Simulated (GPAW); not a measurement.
# CsH (honeycomb monolayer): G0W0 with GPAW, start to end

Wanted: ground state, empty states, screening and self-energy for CsH (honeycomb monolayer).

Main program and level: GPAW 26.7.0; LDA and many-body steps on it, plane waves.

## Step 1: Starting point

The cell holds 2 atoms: 1 Cs and 1 H. Cell: a = 4.275 Å, b = 4.275 Å, c = 11.400 Å, α = 90.0°, β = 90.0°, γ = 120.0°. Vacuum lies along c.

The start is a generated structure, not a measured one. Spin-orbit coupling is left out unless a step names it.

## Step 2: Relaxation

This step: GPAW 26.7.0; DFT, LDA, plane waves, PAW.

A relaxation at this level of theory: leftover forces would pass straight into the levels.

File run.py:

```python
import json
import numpy as np
from gpaw.mpi import world
from ase import Atoms
from ase.constraints import FixSymmetry
from ase.filters import FrechetCellFilter
from ase.optimize import BFGS
from gpaw import GPAW, PW, FermiDirac

atoms = Atoms(['Cs', 'H'],
    cell=[[4.2748309332, 0.0000000000, 0.0000000000],
      [-2.1374154666, 3.7021121850, 0.0000000000],
      [0.0000000000, 0.0000000000, 11.4000000000]],
    scaled_positions=[[0.3333333333, 0.6666666667, 0.4824561404],
      [0.6666666667, 0.3333333333, 0.5175438596]],
    pbc=(True, True, False))
atoms.set_constraint(FixSymmetry(atoms))
atoms.calc = GPAW(mode=PW(700),
    xc='LDA',
    kpts={'size': (6, 6, 1), 'gamma': True},
    occupations=FermiDirac(0.02),
    convergence={'density': 1e-5},
    txt='relax.txt')
steps = []
opt = BFGS(FrechetCellFilter(atoms, mask=[1, 1, 0, 0, 0, 1]), logfile='bfgs.log')
opt.attach(lambda: steps.append([atoms.get_potential_energy(), atoms.cell[:], atoms.positions.copy(), atoms.get_forces()]))
converged = opt.run(fmax=0.03, steps=50)
res = {'converged': bool(converged), 'steps': steps, 'cell': atoms.cell[:], 'frac': atoms.get_scaled_positions()}

if world.rank == 0:
    with open('result.json', 'w') as f:
        json.dump(res, f, default=lambda x: x.tolist())
```

Launch:

```sh
> mpirun -n 4 gpaw python run.py
```

The program printed:

```text
Step     Time          Energy          fmax
BFGS:    0        -4.117103        1.162127
BFGS:    1        -4.155365        1.065312
BFGS:    2        -4.373915        0.194227
[...]
BFGS:    9        -4.412515        0.110703
BFGS:   10        -4.416493        0.024067
```

The job ended after 42 s (4 MPI ranks of Arm Neoverse V1, shared host; peak memory 1.2 GiB; 2.8 min of CPU time).

Relaxation path:

```
step  energy less that of the first step (eV)  largest force (eV/Å)
   1                                   0.0000                0.2087
   2                                  -0.0383                0.1745
   3                                  -0.2568                0.0996
   4                                  -0.2650                0.1345
   5                                  -0.2662                0.1425
   6                                  -0.2675                0.1457
   7                                  -0.2713                0.1431
   8                                  -0.2776                0.1230
   9                                  -0.2866                0.0789
  10                                  -0.2954                0.0294
  11                                  -0.2994                0.0038
```

The atoms that moved most (Å):

```
atom     dx     dy      dz  length
 Cs1  0.000  0.000   0.194   0.194
  H2  0.000  0.000  -0.194   0.194
```

Final coordinates:

```xyz
2
Lattice="4.9077 0.0000 0.0000 -2.4539 4.2502 0.0000 0.0000 0.0000 11.4000" Properties=species:S:1:pos:R:3
Cs    0.0000    2.8335    5.6938
H     2.4539    1.4167    5.7061
```

## Step 3: Ground state

The ground-state density comes first.

File run.py:

```python
import json
import numpy as np
from gpaw.mpi import world
from ase import Atoms
from gpaw import GPAW, PW, FermiDirac

atoms = Atoms(['Cs', 'H'],
    cell=[[4.9077113829, 0.0000000000, 0.0000000000],
      [-2.4538556915, 4.2502027320, 0.0000000000],
      [0.0000000000, 0.0000000000, 11.4000000000]],
    scaled_positions=[[0.3333333333, 0.6666666667, 0.4994555384],
      [0.6666666667, 0.3333333333, 0.5005370262]],
    pbc=(True, True, False))
calc = GPAW(mode=PW(600),
    xc='LDA',
    kpts={'size': (9, 9, 1), 'gamma': True},
    occupations=FermiDirac(0.001),
    nbands=-7,
    convergence={'density': 1e-6, 'bands': -3},
    maxiter=100,
    txt='gs.txt')
atoms.calc = calc
res = {'energy': atoms.get_potential_energy()}
kpts = calc.get_ibz_k_points()
res['kpts'] = kpts
res['eigenvalues'] = [calc.get_eigenvalues(kpt=k) for k in range(len(kpts))]
res['n_electrons'] = calc.get_number_of_electrons()
calc.write('gs.gpw')

if world.rank == 0:
    with open('result.json', 'w') as f:
        json.dump(res, f, default=lambda x: x.tolist())
```

Launch:

```sh
> mpirun -n 4 gpaw python run.py
```

The program printed:

```text
__  _  _
 | _ |_)|_||  |
 |__||  | ||/\| - 26.7.0

Input parameters:
  mode=PW(ecut=600.0),
  convergence={'density': 1e-06, 'bands': -3},
  kpts=MonkhorstPack(size=(9, 9, 1), gamma=True),
  maxiter=100,
  nbands=-7,
  occupations=Occupations(name='fermi-dirac', width=0.001, fixmagmom=False),
  xc=XC(name='LDA')
  [... matrices ...]
Diagonalizing LCAO Hamiltonian
Converting LCAO to pw mode

        Cs   H

Atoms  # Å, Bohr magnetons
|   | symbol |         x |        y |        z |    initial magnetic moments |
| 0 |     Cs | -0.000000 | 2.833468 | 5.693793 | ( 0.0000,  0.0000,  0.0000) |
| 1 |      H |  2.453856 | 1.416734 | 5.706122 | ( 0.0000,  0.0000,  0.0000) |

Unit cell  # Å
| periodic |         x |        y |         z |   lengths |     angles |
|      yes |  4.907711 | 0.000000 |  0.000000 |  4.907711 |  90.000000 |
|      yes | -2.453856 | 4.250203 |  0.000000 |  4.907711 |  90.000000 |
|       no |  0.000000 | 0.000000 | 11.400000 | 11.400000 | 120.000000 |

Number of symmetries: 6
Symmetry operations  # r_c * U_cc + t_c -> r_c
|   | kind |            matrix            |
| 0 |  σ   |  1, 1, 0,  0,-1, 0,  0, 0, 1 |
| 1 |  E   |  1, 0, 0,  0, 1, 0,  0, 0, 1 |
| 2 |  C3  |  0, 1, 0, -1,-1, 0,  0, 0, 1 |
| 3 |  σ   |  0,-1, 0, -1, 0, 0,  0, 0, 1 |
| 4 |  σ   | -1, 0, 0,  1, 1, 0,  0, 0, 1 |
| 5 |  C3  | -1,-1, 0,  1, 0, 0,  0, 0, 1 |

BZ-sampling:
  Number of BZ points: 81
  Number of IBZ points: 12

  Monkhorst-Pack size: [9, 9, 1]
  Monkhorst-Pack shift: [0, 0, 0]

K-points  # in reciprocal-cell coordinates
|     |                                coordinates |     weight |
|   0 | (  0.00000000,   0.00000000,   0.00000000) | 0.01234568 |
|   1 | (  0.11111111,   0.00000000,   0.00000000) | 0.07407407 |
|   2 | (  0.22222222,  -0.11111111,   0.00000000) | 0.07407407 |
|   3 | (  0.22222222,   0.00000000,   0.00000000) | 0.07407407 |
|   4 | (  0.33333333,  -0.11111111,   0.00000000) | 0.14814815 |
|   5 | (  0.33333333,   0.00000000,   0.00000000) | 0.07407407 |
|   6 | (  0.33333333,   0.33333333,   0.00000000) | 0.02469136 |
|   7 | (  0.44444444,  -0.22222222,   0.00000000) | 0.07407407 |
|   8 | (  0.44444444,  -0.11111111,   0.00000000) | 0.14814815 |
|   9 | (  0.44444444,   0.00000000,   0.00000000) | 0.07407407 |
| ... |                                            |            |
|  11 | (  0.44444444,   0.44444444,   0.00000000) | 0.07407407 |

Plane wave coefficients: 7951
Cutoff: 600.0 eV

Spin-components: 1 (collinear spins)
Bands:           12
Projectors:      8
Spin-degeneracy: 2
Datatype:        complex128

  Storage: CPU
  Wave functions: 18_296_064 bytes (4_574_016 per core)
  Projectors: 28_968_768 bytes (7_242_192 per core)
  [... matrices ...]
Parallelization:
  kpt:    4
  domain: 1
  band:   1

Density:
  Valence electrons: 10.0
  Components: 1
  Grid points: [28 28 70]
  Charge: 0.0  # |e|

Potential:
  Grid points: [28 28 70]

species:
  Cs:
    name:    Caesium
    Z:       55.0
    valence: 9
    core:    46
    charge:  0.0  # [|e|]
    compensation charges:
      type: gauss
      rc: 0.33  # [Å]
      lmax: 2
    cutoffs:
      filter: 2.06  # [Å]
      core: 2.51  # [Å]
    projectors
    | kind |    occ | energy [eV] | rcut [Å] |
    |   5s |  2.000 |     -26.872 |    1.164 |
    |   6s |  1.000 |      -2.224 |    1.164 |
    |   5p |  6.000 |     -13.611 |    1.058 |
    |    p |        |      13.601 |    1.058 |
    |    d |        |       0.000 |    1.058 |

    Using partial waves for Cs as LCAO basis

  H:
    name:    Hydrogen
    Z:       1.0
    valence: 1
    core:    0
    charge:  0.0  # [|e|]
    compensation charges:
      type: gauss
      rc: 0.15  # [Å]
      lmax: 2
    cutoffs:
      filter: 0.85  # [Å]
      core: 0.53  # [Å]
    projectors
    | kind |    occ | energy [eV] | rcut [Å] |
    |   1s |  1.000 |      -6.353 |    0.476 |
    |    s |        |      20.858 |    0.476 |
    |    p |        |       0.000 |    0.476 |

    Using partial waves for H as LCAO basis

Reference energy: -211646.394224  # eV

eigensolver:
  PPCG
  Converge bands: -3
  niter=2

density mixing:
  MSR1-Mixer
  Pratt-step length: 0.05
  Maximum mixing coefficient: 0.75
  Old densities: 10
  SVD Regularization: 0.005
  Good broyden scale: 1.0
  Trust region scale: 1.0
  Backstep threshold: 4.0
  History deletion threshold: 6.0
  Fourier metric: weight=20.0, sigma=0.015

occupation numbers:
  Fermi-Dirac:
    width: 0.0010  # eV

poisson solver:
  ecut: 4800.0  # eV

xc functional:
  name: None

Initialization done in: 0.856 s

convergence criteria:
- Maximum integral of absolute [dens]ity change: 1e-06 electrons / valence electron
- Maximum [total energy] change in last 3 cyles: 0.0005 eV / valence electron
- Maximum integral of absolute [eigenst]ate change: 4e-08 eV^2 / valence electron
maximum number of iterations: 100

SCF iterations
|iter     |     time |      energy | eigst |  dens |
|iter:   1|  |   -5.857127 | +1.79 |       |
|iter:   2|  |   -5.616956 | +0.72 | -0.84 |
|iter:   3|  |   -4.414302 | -0.15 | -0.87 |
|iter:   4|  |   -4.412934 | -0.73 | -1.52 |
|iter:   5|  |   -4.414196c| -1.35 | -1.79 |
|iter:   6|  |   -4.414173c| -1.96 | -2.75 |
|iter:   7|  |   -4.414176c| -2.09 | -3.39 |
|iter:   8|  |   -4.414176c| -3.23 | -4.00 |
|iter:   9|  |   -4.414176c| -4.32 | -4.80 |
|iter:  10|  |   -4.414176c| -5.37 | -5.18 |
|iter:  11|  |   -4.414176c| -6.29 | -5.94 |
|iter:  12|  |   -4.414176c| -7.41c| -6.38c|

Converged in 12 steps
SCF loop duration: 5.955 s (0.496 s/step)
Energy contributions relative to reference atoms: (reference = -211646.394224)
  [... matrices ...]
Energy contributions:
  Kinetic:           3.809614
  Coulomb:          -3.144186
  Zero:             -0.032064
  External:          0.000000
  Xc:               -5.047540
  Entropy:          -0.000000
  Spinorbit:         0.000000
  ----------------------------
  Free energy:      -4.414176
  Extrapolated:     -4.414176

dipole moment: (-2.702473, 1.560269, -0.006371)  # |e|*Ang

Fermi level: -1.209
Eigenvalues  # (at kpt = [0.000, 0.000, 0.000])
| band index |      eig [eV] | occ [0-2] |
|          0 |       -23.221 |     2.000 |
|          1 |       -10.208 |     2.000 |
|          2 |        -9.803 |     2.000 |
|          3 |        -9.803 |     2.000 |
|          4 |        -2.811 |     2.000 |
|          5 |         0.710 |     0.000 |
|          6 |         1.217 |     0.000 |
|          7 |         2.582 |     0.000 |
|          8 |         3.117 |     0.000 |
|          9 |         3.117 |     0.000 |
|         10 |         3.929 |     0.000 |
|         11 |         4.746 |     0.000 |

Gap: 2.450 eV
Transition (v -> c):
  (s=0, k=6, n=4, [0.33, 0.33, 0.00]) -> (s=0, k=0, n=5, [0.00, 0.00, 0.00])
Direct/indirect transitions are different
Direct gap: 3.240 eV
Transition at: (s=0, k=4, n=4, [0.33, -0.11, 0.00])
vacuum-level: 1.619  # V
# Writing to gs.gpw (mode='')
  [... matrices ...]
```

Elapsed: 8.8 s, on 4 MPI ranks; peak memory 0.87 GiB; 35 s of CPU time.

This step gave:

- total energy: -4.414 eV
- gap: 2.450 eV
- k of the valence top: 0.3333, 0.3333, 0
- k of the conduction bottom: 0, 0, 0
- least direct gap: 3.240 eV

The gap is indirect, with the least direct gap 0.79 eV higher.

## Step 4: Empty states on the mesh, 6×6×1 mesh, 396 bands

The sums over transitions need many empty states on a uniform mesh; this step solves for them.

File run.py:

```python
import json
import numpy as np
from gpaw.mpi import world
from gpaw import GPAW

calc = GPAW('gs.gpw').fixed_density(kpts={'size': (6, 6, 1), 'gamma': True},
    nbands=462,
    convergence={'bands': 396},
    txt='nscf.txt')
calc.write('full.gpw', mode='all')
res = {}
kpts = calc.get_ibz_k_points()
res['kpts'] = kpts
res['eigenvalues'] = [calc.get_eigenvalues(kpt=k) for k in range(len(kpts))]
res['n_electrons'] = calc.get_number_of_electrons()

if world.rank == 0:
    with open('result.json', 'w') as f:
        json.dump(res, f, default=lambda x: x.tolist())
```

Launch:

```sh
> mpirun -n 4 gpaw python run.py
```

The program printed:

```text
Diagonalizing LCAO Hamiltonian
Converting LCAO to pw mode
convergence criteria:
- Maximum integral of absolute [eigenst]ate change: 4e-08 eV^2 / valence electron
maximum number of iterations: 100

SCF iterations
|iter     |     time |      energy | eigst |  dens |
|iter:   1|  |             | +5.24 |       |
|iter:   2|  |             | +4.06 |       |
|iter:   3|  |             | +2.94 |       |
[...]
|iter:  17|  |             | -6.94 |       |
|iter:  18|  |             | -7.18 |       |
|iter:  19|  |             | -7.45c|       |
SCF steps: 19
  __  _  _
 | _ |_)|_||  |
 |__||  | ||/\| - 26.7.0

Input parameters:
  mode=PW(ecut=600.0),
  convergence={'bands': 396},
  gpts=array([28, 28, 70]),
  kpts=MonkhorstPack(size=(6, 6, 1), gamma=True),
  maxiter=100,
  nbands=462,
  occupations=Occupations(name='fermi-dirac', width=0.001, fixmagmom=False),
  parallel={},
  xc=XC(name='LDA')
# Writing to full.gpw (mode='all')
  [... matrices ...]

timing:  # [seconds]
  Total: 0.150  # ━━━━━━━━━━━━━━━━━━━━━━━━━━━━━━━━━━━━━━━━━━━━━━━━━━━━━━━━━━━
```

The job ended after 7.6 min (4 MPI ranks; peak memory 2 GiB; 30 min of CPU time).

Numbers from this step:

```
gap                                                           : 2.450 eV
k of the valence top                                          : 0.3333, 0.3333, 0
k of the conduction bottom                                    : 0, 0, 0
least direct gap                                              : 3.238 eV
k points computed                                             : 7
lowest point of the top converged band, above the valence top : 79.8786 eV
```

On this mesh the gap is 2.450 eV.

(Part 1 of 2 ends here.)

[Paths, hosts, dates, memory and timing lines, banners, echoed tables and standing remarks are left out of the program output.]

[Logs are printed without paths, hosts, clocks, repeated set-up lines and the standing remarks that a program may print on its own settings, such as how far it seeks lower states.]

[Runs of the session that timed out or met a known fault of the program may be left out.]

[Hosts, paths, dates, database ids (printed as entryN), source tags and the programs' standing remarks are cut or masked in the printed files.]
